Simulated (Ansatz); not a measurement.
# What Ca2C (model cell, started as antifluorite) distorts into

Wanted: the energy along a soft mode of Ca2C (model cell, started as antifluorite) and the structure at the end.

Calculated with Ansatz 0.2.0; DFT PBEsol, scalar-relativistic, plane waves, PAW.

This is a report of a sequence of runs, with most program output left out.

The structure was built from a prototype and need not be the compound's stable phase.

## Step 1: Set-up

The structure is cubic, space group Fm-3m (No. 225). The conventional cell has a = 6.205 Å, b = 6.205 Å, c = 6.205 Å, α = 90.00°, β = 90.00°, γ = 90.00°. Nearest to C lie 8 Ca at 2.69 Å. Ca has 4 C at 2.69 Å nearest. Farther neighbours are not listed.

Structure file:

```cif
data_structure
_symmetry_space_group_name_H-M 'P 1'
_symmetry_Int_Tables_number 1
_cell_length_a 4.3877
_cell_length_b 4.3877
_cell_length_c 4.3877
_cell_angle_alpha 60.000
_cell_angle_beta 60.000
_cell_angle_gamma 60.000
_cell_volume 59.73
loop_
_atom_site_label
_atom_site_type_symbol
_atom_site_fract_x
_atom_site_fract_y
_atom_site_fract_z
_atom_site_occupancy
C1 C 0.00000 0.00000 0.00000 1
Ca2 Ca 0.25000 0.25000 0.25000 1
Ca3 Ca 0.75000 0.75000 0.75000 1
```

## Step 2: Phonons on a q mesh

The cell comes from relaxations at this level that are not shown. Stability and thermal properties need the whole zone. Linear response on a 4×4×4 q mesh gives force constants as far as a supercell of that size would.

The input, input.yaml:

```yaml
crystal:
  lattice:
    - [0.0, 3.1025879259, 3.1025879259]
    - [3.1025879259, 0.0, 3.1025879259]
    - [3.1025879259, 3.1025879259, 0.0]
  atoms:
    - { symbol: C, position: [0.0, 0.0, 0.0] }
    - { symbol: Ca, position: [0.25, 0.25, 0.25] }
    - { symbol: Ca, position: [0.75, 0.75, 0.75] }
kpoints:
  mp_grid: { grid: [12, 12, 12] }
hamiltonian:
  xc: pbesol
scf:
  occupations: { method: gaussian, width: 0.01 }
output:
  eigenvalues: true
phonons:
  method: dfpt
  qmesh: [4, 4, 4]
  temperatures: { t_max: 1000, t_step: 50 }
  qpath:
    path:
      - [[0.0, 0.0, 0.0], [0.5, 0.0, 0.5], [0.625, 0.25, 0.625]]
      - [[0.375, 0.375, 0.75], [0.0, 0.0, 0.0], [0.5, 0.5, 0.5], [0.5, 0.25, 0.75], [0.5, 0.0, 0.5]]
    npoints: 10
```

On the command line:

```sh
$ ansatz run input.yaml --threads 4 --pin off --max-ram 7168MiB --backend cpu --events-out ev --progress --plain --runs-dir out
```

It took 5 min on 4 threads of Arm Neoverse V2, shared host; peak memory 3.8 GiB; 19 min of CPU time.

This step gave:

```yaml
gap_on_the_k_mesh: 0.1623 eV
volume_per_atom: 19.91 Å³
sum_rule_residual_before_enforcement: 2.71e-5 eV/Å²
lowest_frequency_on_the_path: -59.69 cm⁻¹
point_group: m-3m
highest_frequency_on_the_path_or_at_a_solved_wavevector: 416.9 cm⁻¹
highest_optical_mode_at_the_zone_centre_no_lo_to_term: 251.4 cm⁻¹
lowest_optical_zone_centre_mode: 224.5 cm⁻¹
lowest_mode_on_the_q_mesh_acoustic_modes_at_gamma_apart: -59.69 cm⁻¹
```

Frequencies (cm⁻¹) solved at each irreducible wavevector; negative means imaginary. Frequencies by wavevector, by row:

| q in reciprocal lattice units | star | mode 1 | mode 2 | mode 3 | mode 4 | mode 5 | mode 6 | mode 7 | mode 8 | mode 9 |
| --- | --- | --- | --- | --- | --- | --- | --- | --- | --- | --- |
| 0 0 0 | 1 | 0 | 0 | 0 | 224.5 | 224.5 | 224.5 | 251.4 | 251.4 | 251.4 |
| 0 0 0.25 | 8 | 101.1 | 101.1 | 117.1 | 210.5 | 210.5 | 213.6 | 249.7 | 249.7 | 412.3 |
| 0 0 -0.5 | 4 | 156.6 | 167.2 | 167.2 | 189.2 | 189.2 | 211.5 | 232.7 | 232.7 | 401.2 |
| 0 0.25 0.25 | 6 | 59.5 | 59.5 | 152.8 | 192.8 | 219.3 | 219.3 | 273.9 | 273.9 | 416.9 |
| 0 0.25 -0.5 | 24 | 81.3 | 113.3 | 114.2 | 209.8 | 210.7 | 254.8 | 260 | 300.5 | 386.9 |
| 0 0.25 -0.25 | 12 | 61.6 | 157.3 | 170.6 | 182.8 | 185.2 | 226.9 | 250.4 | 309.2 | 390.7 |
| 0 -0.5 -0.5 | 3 | -59.7 | 84.1 | 84.1 | 206.9 | 206.9 | 281.2 | 281.2 | 300.7 | 387.2 |
| 0.25 -0.5 -0.25 | 6 | -18 | 60.8 | 175.7 | 175.7 | 207.9 | 275.3 | 297.8 | 339.8 | 339.8 |

Interpolated from a 4×4×4 q mesh, with the LO-TO term (at Γ the limit along the path; where Γ stands inside the path, tables give the limit on arrival). Phonon branches along the path, in cm⁻¹:

| point | branch 1 | branch 2 | branch 3 | branch 4 | branch 5 | branch 6 | branch 7 | branch 8 | branch 9 |
| --- | --- | --- | --- | --- | --- | --- | --- | --- | --- |
| Γ | 0 | 0 | 0 | 224 | 224 | 224 | 251 | 251 | 397 |
| halfway | 60 | 60 | 153 | 193 | 219 | 219 | 274 | 274 | 417 |
| X | -60 | 84 | 84 | 207 | 207 | 281 | 281 | 301 | 387 |
| halfway | -54 | 91 | 94 | 207 | 210 | 276 | 288 | 302 | 381 |
| U | -28 | 109 | 117 | 207 | 209 | 259 | 280 | 329 | 365 |
| jump to K | -28 | 109 | 117 | 207 | 209 | 259 | 280 | 329 | 365 |
| halfway | 62 | 144 | 152 | 183 | 193 | 237 | 239 | 282 | 407 |
| Γ | 0 | 0 | 0 | 224 | 224 | 224 | 251 | 251 | 397 |
| halfway | 101 | 101 | 117 | 210 | 210 | 214 | 250 | 250 | 412 |
| L | 157 | 167 | 167 | 189 | 189 | 212 | 233 | 233 | 401 |
| halfway | 93 | 106 | 170 | 181 | 213 | 247 | 252 | 305 | 381 |
| W | -18 | 61 | 176 | 176 | 208 | 275 | 298 | 340 | 340 |
| halfway | -48 | 76 | 119 | 208 | 208 | 280 | 295 | 298 | 375 |
| X | -60 | 84 | 84 | 207 | 207 | 281 | 281 | 301 | 387 |

Symmetry leaves 8 wavevectors to solve. The lowest mode among them, the acoustic zeros apart, lies at q = (0, -0.5, -0.5) and is imaginary, 59.7i cm⁻¹, so the energy falls along it.

## Step 3: The mode frozen in, largest atomic shift 0 Å

The mode followed lies at q = (0, -0.5, -0.5) with frequency 59.7i cm⁻¹, the softest among the wavevectors solved. At small amplitude the distorted cell has space group no. 137 by a symmetry search on the positions. The undistorted cell that holds it gives the zero of energy on the same k mesh.

System of this step: Ca2C (model cell, started as antifluorite). Symmetry: Fm-3m, No. 225, cubic system. The conventional cell has a = 6.205 Å, b = 6.205 Å, c = 6.205 Å, α = 90.00°, β = 90.00°, γ = 90.00°. Nearest to C lie 8 Ca at 2.69 Å. Ca has 4 C at 2.69 Å nearest. Farther neighbours are not listed.

The input, input.yaml:

```yaml
crystal:
  lattice:
    - [0.0, -3.1025879259, -3.1025879259]
    - [0.0, 3.1025879259, -3.1025879259]
    - [6.2051758518, 0.0, 0.0]
  atoms:
    - { symbol: C, position: [0.5, 0.5, 0.5] }
    - { symbol: C, position: [0.0, 0.0, 0.0] }
    - { symbol: Ca, position: [0.0, 0.5, 0.75] }
    - { symbol: Ca, position: [0.5, 0.0, 0.25] }
    - { symbol: Ca, position: [0.0, 0.5, 0.25] }
    - { symbol: Ca, position: [0.5, 0.0, 0.75] }
kpoints:
  mp_grid: { grid: [8, 8, 6] }
hamiltonian:
  xc: pbesol
scf:
  occupations: { method: gaussian, width: 0.01 }
output:
  forces: true
  stress: true
  eigenvalues: true
```

Run time: 2.9 s. Hardware: 4 threads; peak memory 0.48 GiB; 11 s of CPU time.

This step gave:

| Item | Value |
| --- | --- |
| pressure | 5.88e-4 GPa |
| gap on the k-mesh | 0.1622 eV |
| energy from the undistorted cell | 0 meV/atom |

The run ends at a pressure of 0.00 GPa.

## Step 4: The mode frozen in, largest atomic shift 0.32 Å

The atoms are moved along the unstable eigenvector, the largest shift by 0.32 Å, with the cell fixed.

input.yaml, the sections that differ from step 3:

```yaml
crystal:
  lattice:
    - [0.0, -3.1025879259, -3.1025879259]
    - [0.0, 3.1025879259, -3.1025879259]
    - [6.2051758518, 0.0, 0.0]
  atoms:
    - { symbol: C, position: [0.5, 0.5, 0.5] }
    - { symbol: C, position: [0.0, 0.0, 0.0] }
    - { symbol: Ca, position: [0.0, 0.5, 0.8015698519] }
    - { symbol: Ca, position: [0.5, 0.0, 0.1984301481] }
    - { symbol: Ca, position: [0.0, 0.5, 0.3015698519] }
    - { symbol: Ca, position: [0.5, 0.0, 0.6984301481] }
# kpoints, hamiltonian, scf, output: as in step 3
```

Wall time 2.7 s (4 threads); peak memory 0.48 GiB; 10 s of CPU time.

This step gave:

```
pressure                         : 1.338 GPa
gap on the k-mesh                : 0.2485 eV
energy from the undistorted cell : -6.169 meV/atom
```

The energy, extrapolated to zero smearing, is -6.17 meV/atom against the undistorted cell.

The run ends at a pressure of 1.34 GPa, with forces up to 0.045 eV/Å.

## Step 5: Energy along the mode, all amplitudes (two of the runs are shown above)

An imaginary frequency means negative curvature, so the energy should fall and then rise again as anharmonic terms take over.

This step gave:

* depth at the lowest point sampled: 6.169 meV/atom
* largest atomic shift at that point: 0.32 Å

The energy from the parent by largest atomic shift:

| largest atomic shift (Å) | energy from the parent (meV/atom) |
| --- | --- |
| 0.000 | 0 |
| 0.040 | -0.277 |
| 0.080 | -1.07 |
| 0.140 | -2.97 |
| 0.220 | -5.75 |
| 0.320 | -6.17 |
| 0.450 | 7.55 |

Displacement at unit largest shift by atom:

| atom | x (Å) | y (Å) | z (Å) | size |
| --- | --- | --- | --- | --- |
| C1 | 0.00 | 0.00 | 0.00 | 0.00 |
| C2 | 0.00 | 0.00 | 0.00 | 0.00 |
| Ca3 | 1.00 | 0.00 | 0.00 | 1.00 |
| Ca4 | -1.00 | 0.00 | 0.00 | 1.00 |
| Ca5 | 1.00 | 0.00 | 0.00 | 1.00 |
| Ca6 | -1.00 | 0.00 | 0.00 | 1.00 |

The lowest of the steps tried is at 0.32 Å, 6.17 meV/atom below the parent; the bottom of the well need not coincide with a step.

## Step 6: Relaxing from the distorted cell

Starting from the lowest point found, all atoms and the cell are let go, so that strain and other modes of the same symmetry can join in.

Edit input.yaml of step 4 so:

```diff
@@ -22 +22,6 @@
   eigenvalues: true
+relax:
+  adjacent_minimum: "off"
+  f_tol: 0.002
+  max_steps: 120
+  cell: { stress_tol: 0.03 }
```

Wall time 25 s (4 threads); peak memory 0.52 GiB; 95 s of CPU time.

The steps of the relaxation:

| step | energy less that of the first step (eV) | largest force component (eV/Å) | pressure (GPa) | volume (Å³) |
| --- | --- | --- | --- | --- |
| 1 | 0.0000 | 0.0447 | 1.34 | 119.46 |
| 2 | -0.0021 | 0.1336 | -0.91 | 124.41 |
| 3 | -0.0306 | 0.0407 | -0.05 | 122.61 |
| 4 | -0.0336 | 0.0197 | 0.10 | 122.83 |
| 5 | -0.0344 | 0.0007 | 0.03 | 123.47 |
| 6 | -0.0344 | 0.0001 | 0.00 | 123.59 |
| 7* | -0.0372 | 0.0000 | 0.03 | 123.59 |
| 8 | -0.0372 | 0.0000 | 0.00 | 123.72 |
| 9* | -0.0372 | 0.0000 | 0.00 | 123.72 |

Relaxation steps marked * repeat the geometry before them on a plane-wave basis chosen anew for their cell, so energy and pressure can jump there.

Forces are held to the 16 operations that the run works with; a distortion that breaks them can't arise in this run.

| conventional cell, symmetrised | before | after | change |
| --- | --- | --- | --- |
| a (Å) | 4.388 | 4.386 | -0.0 % |
| b (Å) | 4.388 | 4.386 | -0.0 % |
| c (Å) | 6.205 | 6.430 | +3.6 % |
| volume (Å³/atom) | 19.91 | 20.62 | +3.6 % |

The atoms that moved most (Å, as changes of fractional coordinates times the final cell):

| atom | dx | dy | dz | length |
| --- | --- | --- | --- | --- |
| Ca3 | 0.062 | 0.000 | 0.000 | 0.062 |
| Ca6 | -0.062 | 0.000 | 0.000 | 0.062 |
| Ca5 | 0.062 | 0.000 | 0.000 | 0.062 |
| Ca4 | -0.062 | 0.000 | 0.000 | 0.062 |

Final coordinates:

```cif
data_structure
_symmetry_space_group_name_H-M 'P 1'
_symmetry_Int_Tables_number 1
_cell_length_a 4.3864
_cell_length_b 4.3864
_cell_length_c 6.4304
_cell_angle_alpha 90.000
_cell_angle_beta 90.000
_cell_angle_gamma 90.000
_cell_volume 123.72
loop_
_atom_site_label
_atom_site_type_symbol
_atom_site_fract_x
_atom_site_fract_y
_atom_site_fract_z
_atom_site_occupancy
C1 C 0.50000 0.50000 0.50000 1
C2 C 0.00000 0.00000 0.00000 1
Ca3 Ca 0.00000 0.50000 0.81117 1
Ca4 Ca 0.50000 0.00000 0.18883 1
Ca5 Ca 0.00000 0.50000 0.31117 1
Ca6 Ca 0.50000 0.00000 0.68883 1
```

This step gave:

| Item | Value |
| --- | --- |
| pressure | 4.44e-4 GPa |
| gap on the k-mesh | 0.1737 eV |
| volume per atom | 20.62 Å³ |

The distorted start has space group P4_2/nmc; the relaxation ends in P4_2/nmc.

## Step 7: The new phase in its own primitive cell

The relaxed structure is symmetrised, reduced to its primitive cell and relaxed tightly, as its phonons need.

input.yaml, the sections that differ from step 6:

```yaml
crystal:
  lattice:
    - [4.3863668246, 0.0, 0.0]
    - [0.0, 4.3863668246, 0.0]
    - [0.0, 0.0, 6.4304253635]
  atoms:
    - { symbol: C, position: [0.5, 0.5, 0.5] }
    - { symbol: C, position: [0.0, 0.0, 0.0] }
    - { symbol: Ca, position: [0.0, 0.5, 0.8111743923] }
    - { symbol: Ca, position: [0.5, 0.0, 0.1888256077] }
    - { symbol: Ca, position: [0.0, 0.5, 0.3111743923] }
    - { symbol: Ca, position: [0.5, 0.0, 0.6888256077] }
relax:
  adjacent_minimum: "off"
  f_tol: 0.001
  max_steps: 60
  cell: { stress_tol: 0.01 }
# kpoints, hamiltonian, scf, output: as in step 6
```

Wall time 6.2 s (4 threads); peak memory 0.51 GiB.

Little changed from the start: no atom moved by 0.005 Å and no cell edge by 0.1 %.

Numbers from this step:

```
pressure           : 4.46e-4 GPa
direct gap on mesh : 0.1737 eV
```

The largest force component left is 0.014 meV/Å and the pressure is 0.000 GPa, within the tolerances set. The cell now holds 20.62 Å³/atom.

## Step 8: Modes of the new phase, k-mesh 8×8×6

A relaxed structure may still be a saddle point, so its zone-centre modes are computed. No field response is asked.

Edit input.yaml of step 7 so:

```diff
@@ -19,9 +19,4 @@
 output:
-  forces: true
-  stress: true
   eigenvalues: true
-relax:
-  adjacent_minimum: "off"
-  f_tol: 0.001
-  max_steps: 60
-  cell: { stress_tol: 0.01 }
+phonons:
+  method: dfpt
```

Elapsed: 45 s, on 4 threads; peak memory 1.4 GiB.

This step gave:

```yaml
sum_rule_residual_before_enforcement: 1.02e-5 eV/Å²
point_group: 4/mmm
highest_optical_mode_at_the_zone_centre_no_lo_to_term: 404.8 cm⁻¹
lowest_optical_zone_centre_mode: 22.44 cm⁻¹
```

Without the LO-TO term. Patterns of degenerate modes are one choice out of their space. Modes at Γ, with each element's share of the kinetic energy:

| mode | frequency (cm⁻¹) | symmetry | C % | Ca % |
| --- | --- | --- | --- | --- |
| 1 | 0.0 | acoustic | 13 | 87 |
| 2 | 0.0 | acoustic | 13 | 87 |
| 3 | 0.0 | acoustic | 13 | 87 |
| 4 | 22.4 | Eu | 11 | 89 |
| 5 | 22.4 | Eu | 11 | 89 |
| 6 | 107.5 | A1g | 0 | 100 |
| 7 | 168.2 | Eg | 13 | 87 |
| 8 | 168.2 | Eg | 13 | 87 |
| 9 | 195.8 | B1g | 14 | 86 |
| 10 | 252.9 | Eg | 9 | 91 |
| 11 | 252.9 | Eg | 9 | 91 |
| 12 | 270.8 | A2u | 87 | 13 |
| 13 | 281.5 | B2u | 0 | 100 |
| 14 | 332.7 | Eg | 78 | 22 |
| 15 | 332.7 | Eg | 78 | 22 |
| 16 | 336.2 | Eu | 76 | 24 |
| 17 | 336.2 | Eu | 76 | 24 |
| 18 | 404.8 | B1g | 86 | 14 |

Displacements in mode 4 (22.4 cm⁻¹), the largest set to 1:
```
C1  -0.03 -0.79  0.00
C2  -0.03 -0.79  0.00
Ca3  0.04 -0.76  0.00
Ca4 -0.03  1.00  0.00
Ca5 -0.03  1.00  0.00
Ca6  0.04 -0.76  0.00
```

Displacements in mode 8 (168.2 cm⁻¹), the largest set to 1:
```
C1  -0.03 -0.77  0.00
C2   0.03  0.77  0.00
Ca3  0.04  0.37  0.00
Ca4  0.02  1.00  0.00
Ca5 -0.02 -1.00  0.00
Ca6 -0.04 -0.37  0.00
```

Before it was imposed, the acoustic sum rule was missed by 1.0e-5 eV/Å². Small misses are needed for a sound result but don't prove that mesh and cutoff are converged. The lowest optical mode is real, 22.4 cm⁻¹.

## Step 9: Summary of results

| Quantity | Value |
| --- | --- |
| unstable mode of the parent | q = (0, -0.5, -0.5), 60i cm⁻¹ |
| depth at the lowest point sampled | 6.17 meV/atom |
| largest atomic shift at that point | 0.32 Å |
| space group reached (within 0.01 Å) | P4_2/nmc |
| energy gained over the parent (first relaxation, on the mesh of the frozen mode) | 12.4 meV/atom |
| volume per atom, phase reached | 20.6 Å³ |
| gap on the k-mesh, phase reached | 0.174 eV |
| lowest optical zone-centre mode, phase reached | 22.4 cm⁻¹ |
| highest optical mode at the zone centre (no LO-TO term), phase reached | 405 cm⁻¹ |

What this shows: Along this mode the structure falls into P4_2/nmc, 12.4 meV/atom below the parent. At the parent's cell the well is 6.169 meV/atom deep on the steps tried, with its lowest point at a shift of 0.32 Å. Relaxing atoms and cell changes the gain by +6.21 meV/atom against the lowest step (energies at zero smearing). The new phase has no imaginary mode at the zone centre of its cell; other wavevectors were not checked. Of the 2 patterns followed to their end from this parent, this one reaches the lowest energy. Each path keeps the symmetry of its pattern, so a lower phase may lie along a pattern not tried. The program warns that the interpolation holds no quadrupole term, so branches close to Γ can be off in this crystal. A phonon run warned that its eigensolver left some bands unconverged in a pass. The starting cell was built on a prototype and not taken from a measurement, so the phase need not exist.

[Logs are printed without paths, hosts, clocks, repeated set-up lines and the standing remarks that a program may print on its own settings, such as how far it seeks lower states.]

[Hosts, paths, dates, database ids (printed as entryN), source tags and the programs' standing remarks are cut or masked in the printed files.]
